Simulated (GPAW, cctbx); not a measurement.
## How far are the atoms of Zr2CrCu2 from free atoms?

Question: by how much does bonding change the X-ray structure factors of Zr2CrCu2, how firmly does DFT give the change, and what does a routine refinement make of it?

The cell comes from substitution in a known structure type and wasn't matched to any measured phase. All numbers below are calculated.

### 1. Relax the structure

The density hangs on the geometry, so cell and atoms are relaxed first, with the symmetry held. The cutoff is set higher than for the density because stress converges slowly with plane waves.

Settings: GPAW 26.7.0, PBE, 570 eV, 6×3×3 k-points (along the axes of the calculation cell), Fermi–Dirac width 0.1 eV, spin-polarised, BFGS to 0.03 eV/Å.

```text
cell
1.0
     0.000000000    0.000000000    3.300000000
     7.062000000    0.000000000    0.000000000
     0.000000000    7.062000000    0.000000000
Zr Cu Cr
4 4 2
Direct
0.000000000 0.326300000 0.826300000
0.000000000 0.673700000 0.173700000
0.000000000 0.826300000 0.673700000
0.000000000 0.173700000 0.326300000
0.500000000 0.125400000 0.625400000
0.500000000 0.874600000 0.374600000
0.500000000 0.625400000 0.874600000
0.500000000 0.374600000 0.125400000
0.500000000 0.500000000 0.500000000
0.500000000 0.000000000 0.000000000
```

```console
$ OMP_NUM_THREADS=1 mpirun -n 4 gpaw python run.py > gpaw.log
```

```text
BFGS:    0      -62.640527        0.767322
BFGS:    1      -62.662642        0.726663
BFGS:    2      -62.830139        0.206698
BFGS:    3      -62.836321        0.116778
...
BFGS:   13      -62.846110        0.061035
BFGS:   14      -62.847476        0.052299
BFGS:   15      -62.848249        0.028153
cell  3.4119 7.1322 7.1322  90.00 90.00 90.00
volume 173.557 A^3, largest force 0.020 eV/A, largest stress 0.26 GPa
```

After 15 steps the volume has changed by +5.5 % and the energy by -0.208 eV; the largest stress left is 0.26 GPa. It took 11 min on 4 cores of Intel(R) Xeon(R) Platinum 8375C CPU @ 2.90GHz (Ice Lake) (shared host), peak memory 1.9 GiB.

Relaxed structure: P4/mbm (no. 127), a = 7.1322 Å, b = 7.1322 Å, c = 3.4119 Å, α = 90.00°, β = 90.00°, γ = 90.00°.

```
atom  mult.       x       y    z
 Zr1      4  0.3227  0.8227    0
 Cu1      4  0.1228  0.6228  1/2
 Cr1      2     1/2     1/2  1/2
```

### 2. Density and charge transfer

X-rays see the whole electron density, so the PAW density is rebuilt with its core regions. Subtracting spherical free atoms from the same code cancels the cores and leaves the deformation density Δρ, the part due to bonding.

Settings: PBE, 450 eV, 7×4×4 k-points (along the axes of the calculation cell), Fermi–Dirac width 0.1 eV, spin-polarised; primitive cell of 10 atoms.

```console
$ OMP_NUM_THREADS=1 mpirun -n 4 gpaw python run.py > gpaw.log
```

```text
|iter:   1|       0s |  -86.247735 | +0.39 |       |  +5.9839|
|iter:   2|       4s |  -64.944475 | -0.03 | -0.56 |  +5.7868|
|iter:   3|       9s |  -63.435981 | -1.06 | -1.02 |  +5.7795|
...
|iter:  23|      93s |  -62.383393c| -7.01 | -5.55c|  +6.2034|
|iter:  24|      97s |  -62.383393c| -7.24 | -5.69c|  +6.2033|
|iter:  25|     100s |  -62.383394c| -7.46c| -5.72c|  +6.2034|
```

```text
grid (36, 70, 70)  electrons 324.000  moved by bonding 2.679 e
deformation density beyond 0.5 A of the nuclei: max 0.059, min -0.263 e/A^3
atom        x       y       z   Voronoi charge  moment
Zr1    0.0000  0.3227  0.8227      0.099      -0.13
Zr2    0.0000  0.6773  0.1773      0.099      -0.13
Zr3    0.0000  0.8227  0.6773      0.099      -0.13
Zr4    0.0000  0.1773  0.3227      0.099      -0.13
Cu5    0.5000  0.1228  0.6228     -0.128       0.01
Cu6    0.5000  0.8772  0.3772     -0.128       0.01
Cu7    0.5000  0.6228  0.8772     -0.128       0.01
Cu8    0.5000  0.3772  0.1228     -0.128       0.01
Cr9    0.5000  0.5000  0.5000      0.059       2.99
Cr10   0.5000  0.0000  0.0000      0.059       2.99
mean inner potential of superposed free atoms 22.844 V
total magnetic moment 6.203 muB
```

Deformation density in a plane through the shortest contact of the Cu atom at the origin, in 0.01 e/Å³ (clipped at ±99); x from -1.6 to 4.1 Å, y from 2.4 down to -2.4 Å:

```text
 -1   1   3   3   1   2   3   3   3   3   2   1   3   3   1  -1
 -3  -3  -1   2   3   3   2   1   1   2   3   3   2  -1  -3  -3
 -5  -5  -2   2   3   3   2   1   1   2   3   3   2  -2  -5  -5
 -2  -1   1   3   2   2   3   2   2   3   2   2   3   1  -1  -2
 -2   3   4   2  -3  -2   2   4   4   2  -2  -3   2   4   3  -2
  1   5   4 -10   . -18  -6   4   4  -6 -18   . -10   4   5   1
  3   5   1 -26   .   . -12   4   4 -12   .   . -26   1   5   3
  1   5   4 -10   . -18  -6   4   4  -6 -18   . -10   4   5   1
 -2   3   4   2  -3  -2   2   4   4   2  -2  -3   2   4   3  -2
 -2  -1   1   3   2   2   3   2   2   3   2   2   3   1  -1  -2
 -5  -5  -2   2   3   3   2   1   1   2   3   3   2  -2  -5  -5
 -3  -3  -1   2   3   3   2   1   1   2   3   3   2  -1  -3  -3
 -1   1   3   3   1   2   3   3   3   3   2   1   3   3   1  -1
```

Atoms in or within 0.15 Å of the plane: Cu (0.0, 0.0), Cu (2.5, 0.0) Å. Dots mark points within about 0.45 Å of a nucleus; large values next to them are atomic features.

Cu gains most (-0.13 e) and Zr loses most (+0.10 e), as electronegativity suggests. Along the shortest contact from the Cu atom at the map's origin, Cu–Cu at 2.48 Å, Δρ is +0.05 e/Å³ at the midpoint: little piles up between the atoms, as is usual in a metallic crystal, which this run finds. At the midpoints of other shortest contacts it is +0.04 (Zr–Cu, 2.64 Å), +0.05 (Cu–Cr, 2.83 Å) and +0.01 (Zr–Cr, 3.13 Å) e/Å³. Point values carry grid noise of about 0.01 e/Å³. The cell's moment is 6.20 μB; the largest inside an atomic sphere is 2.99 μB. The run needed 25 iterations, 2 min.

### 3. Structure factors

The Fourier components of Δρ, added to those of the free atoms, give the static X-ray structure factors; the Mott–Bethe relation turns them into the Fourier components V of the potential that fast electrons feel.

```text
static structure factors of the conventional cell: F in electrons, V (Mott-Bethe) in volts
   h  k  l      d  |F| table  |F| free   |F| DFT   change   |V| free  |V| DFT  change %
   1  1  0  5.0432    40.444    40.488    40.574    0.086     1.516    1.458     -3.8
   2  0  0  3.5661    40.037    40.300    40.577    0.277     2.086    1.993     -4.5
   0  0  1  3.4119     6.600     5.955     5.588   -0.367     0.601    0.488    -18.8
   2  1  0  3.1896    24.907    25.233    25.378    0.146     2.045    2.006     -1.9
   1  1  1  2.8259    13.260    13.284    13.133   -0.151     1.316    1.348      2.4
   2  2  0  2.5216    83.652    83.386    82.753   -0.633     4.097    4.204      2.6
   2  0  1  2.4653   115.268   114.959   114.200   -0.759     5.456    5.578      2.2
   2  1  1  2.3300   151.422   150.890   150.026   -0.865     6.258    6.382      2.0
   3  1  0  2.2554   131.749   131.167   130.115   -1.051     5.683    5.824      2.5
   2  2  1  2.0279    10.333    10.456    10.772    0.317     0.125    0.091    -27.5
   3  2  0  1.9781    81.847    81.344    80.531   -0.813     3.017    3.101      2.8
   3  1  1  1.8815    23.798    23.391    22.596   -0.795     1.098    1.172      6.8
   4  0  0  1.7831    79.378    78.862    78.210   -0.652     2.482    2.537      2.2
   4  1  0  1.7298    98.774    98.737    98.707   -0.029     3.528    3.530      0.1
```

The largest X-ray change is -1.05 e on 310, 0.8 % of |F|. For electrons V goes as (Z − F)/g², so a change of F counts against Z − F, which is small at low angle and wherever the atoms' terms cancel: |V| of 221 moves by -27.5 % (0.12 to 0.09 V) against +3.0 % in |F|. The last three rows still change by up to 0.80 e; the table stops while the angles are still low. The tabulated Hartree–Fock atoms differ from the free DFT atoms by up to 0.64 e, so the choice of reference atom matters too.

### 4. Convergence

Cutoff and k-mesh: one is changed at a time, to find what the result needs.

```csv
run,ΔF 310 (e),ΔF 211 (e),ΔF 320 (e),q(Cu) (e),moved (e),time
450 eV 7×4×4,-1.051,-0.865,-0.813,-0.128,2.679,2 min
250 eV 7×4×4,-1.068,-0.874,-0.819,-0.130,2.739,54 s
350 eV 7×4×4,-1.061,-0.873,-0.821,-0.124,2.731,68 s
750 eV 7×4×4,-1.050,-0.865,-0.810,-0.126,2.674,4 min
450 eV 2×1×1,-0.946,-0.904,-0.729,-0.139,2.645,26 s
450 eV 4×2×2,-1.043,-0.863,-0.809,-0.125,2.657,60 s
```

Within 0.02 e of the base on all three: 250 eV 7×4×4, 450 eV 4×2×2, 350 eV 7×4×4 and 750 eV 7×4×4; the cheapest takes 0.46 of the base's time. The largest error, 0.105 e, comes with 450 eV 2×1×1. Times are from shared hosts.

### 5. Refining ordinary atoms against data with bonding

Routine crystallography fits spherical atoms. To see the bias, intensities are simulated from tabulated atoms plus the DFT change ΔF, so that bonding alone can misfit (7630 reflections of the full sphere, merged to the counts below, to 0.45 Å, 1 % proportional noise plus counting noise, assumed isotropic U as listed, Δρ smeared by the mean U) and refined with cctbx over different ranges.

| range | data | R1 | GooF | U Zr1 (true 0.0089) | U Cu1 (true 0.01) | U Cr1 (true 0.0107) | largest shift (Å) | Δρ max, min (e/Å³) |
| --- | --- | --- | --- | --- | --- | --- | --- | --- |
| all data | 588 | 0.0057 | 1.12 | 0.0089 | 0.0100 | 0.0107 | 0.0000 | 0.31, -0.49 |
| low resolution, d > 0.84 | 103 | 0.0040 | 1.47 | 0.0087 | 0.0099 | 0.0105 | 0.0002 | 0.17, -0.15 |
| high order, d < 0.75 | 445 | 0.0072 | 1.01 | 0.0089 | 0.0100 | 0.0107 | 0.0000 | 0.24, -0.30 |
| occupancies free, d > 0.7 | 167 | 0.0037 | 1.13 | 0.0089 | 0.0097 | 0.0103 | 0.0001 | 0.21, -0.14 |

With all data GooF is 1.12, diluted by the many high-angle data; the misfit shows at low resolution; the top residual peak, near noise level, lies 0.25 Å from Zr and 2.46 Å from Cu, on the atom. No U is off by more than 3 s.u. at low resolution. With Zr1 held at 1 and the scale free, the other occupancies refine to Cu1 0.991(0.001) and Cr1 0.991(0.002), on sites that are all full: they absorb part of the misfit, and only ratios to the fixed site mean anything.

### 6. Answer

Bonding moves 2.68 e in the primitive cell of Zr2CrCu2 and changes the structure factors of the conventional cell in the table above by at most 1.05 e (310, 0.8 %), and among reflections above 2 % of the strongest by up to 6.2 % (001). The shortest bond, Cu–Cu, has Δρ = +0.05 e/Å³ at its midpoint, with no localised bond charge. Within 0.02 e of the base on all three: 250 eV 7×4×4, 450 eV 4×2×2, 350 eV 7×4×4 and 750 eV 7×4×4; the cheapest takes 0.46 of the base's time. The largest error, 0.105 e, comes with 450 eV 2×1×1. With all data GooF is 1.12, diluted by the many high-angle data. Limits: static density, frozen cores, no spin–orbit coupling; a ferromagnetic start is the only order tried, and the real ground state may be antiferromagnetic or insulating.

[Outputs are excerpts: Python notices, other lines and further rows are left out; steps that failed or that the build refused (PBEsol, TPSS) are not shown.]

[Logs are printed without paths, hosts, clocks, repeated set-up lines and the standing remarks that a program may print on its own settings, such as how far it seeks lower states.]
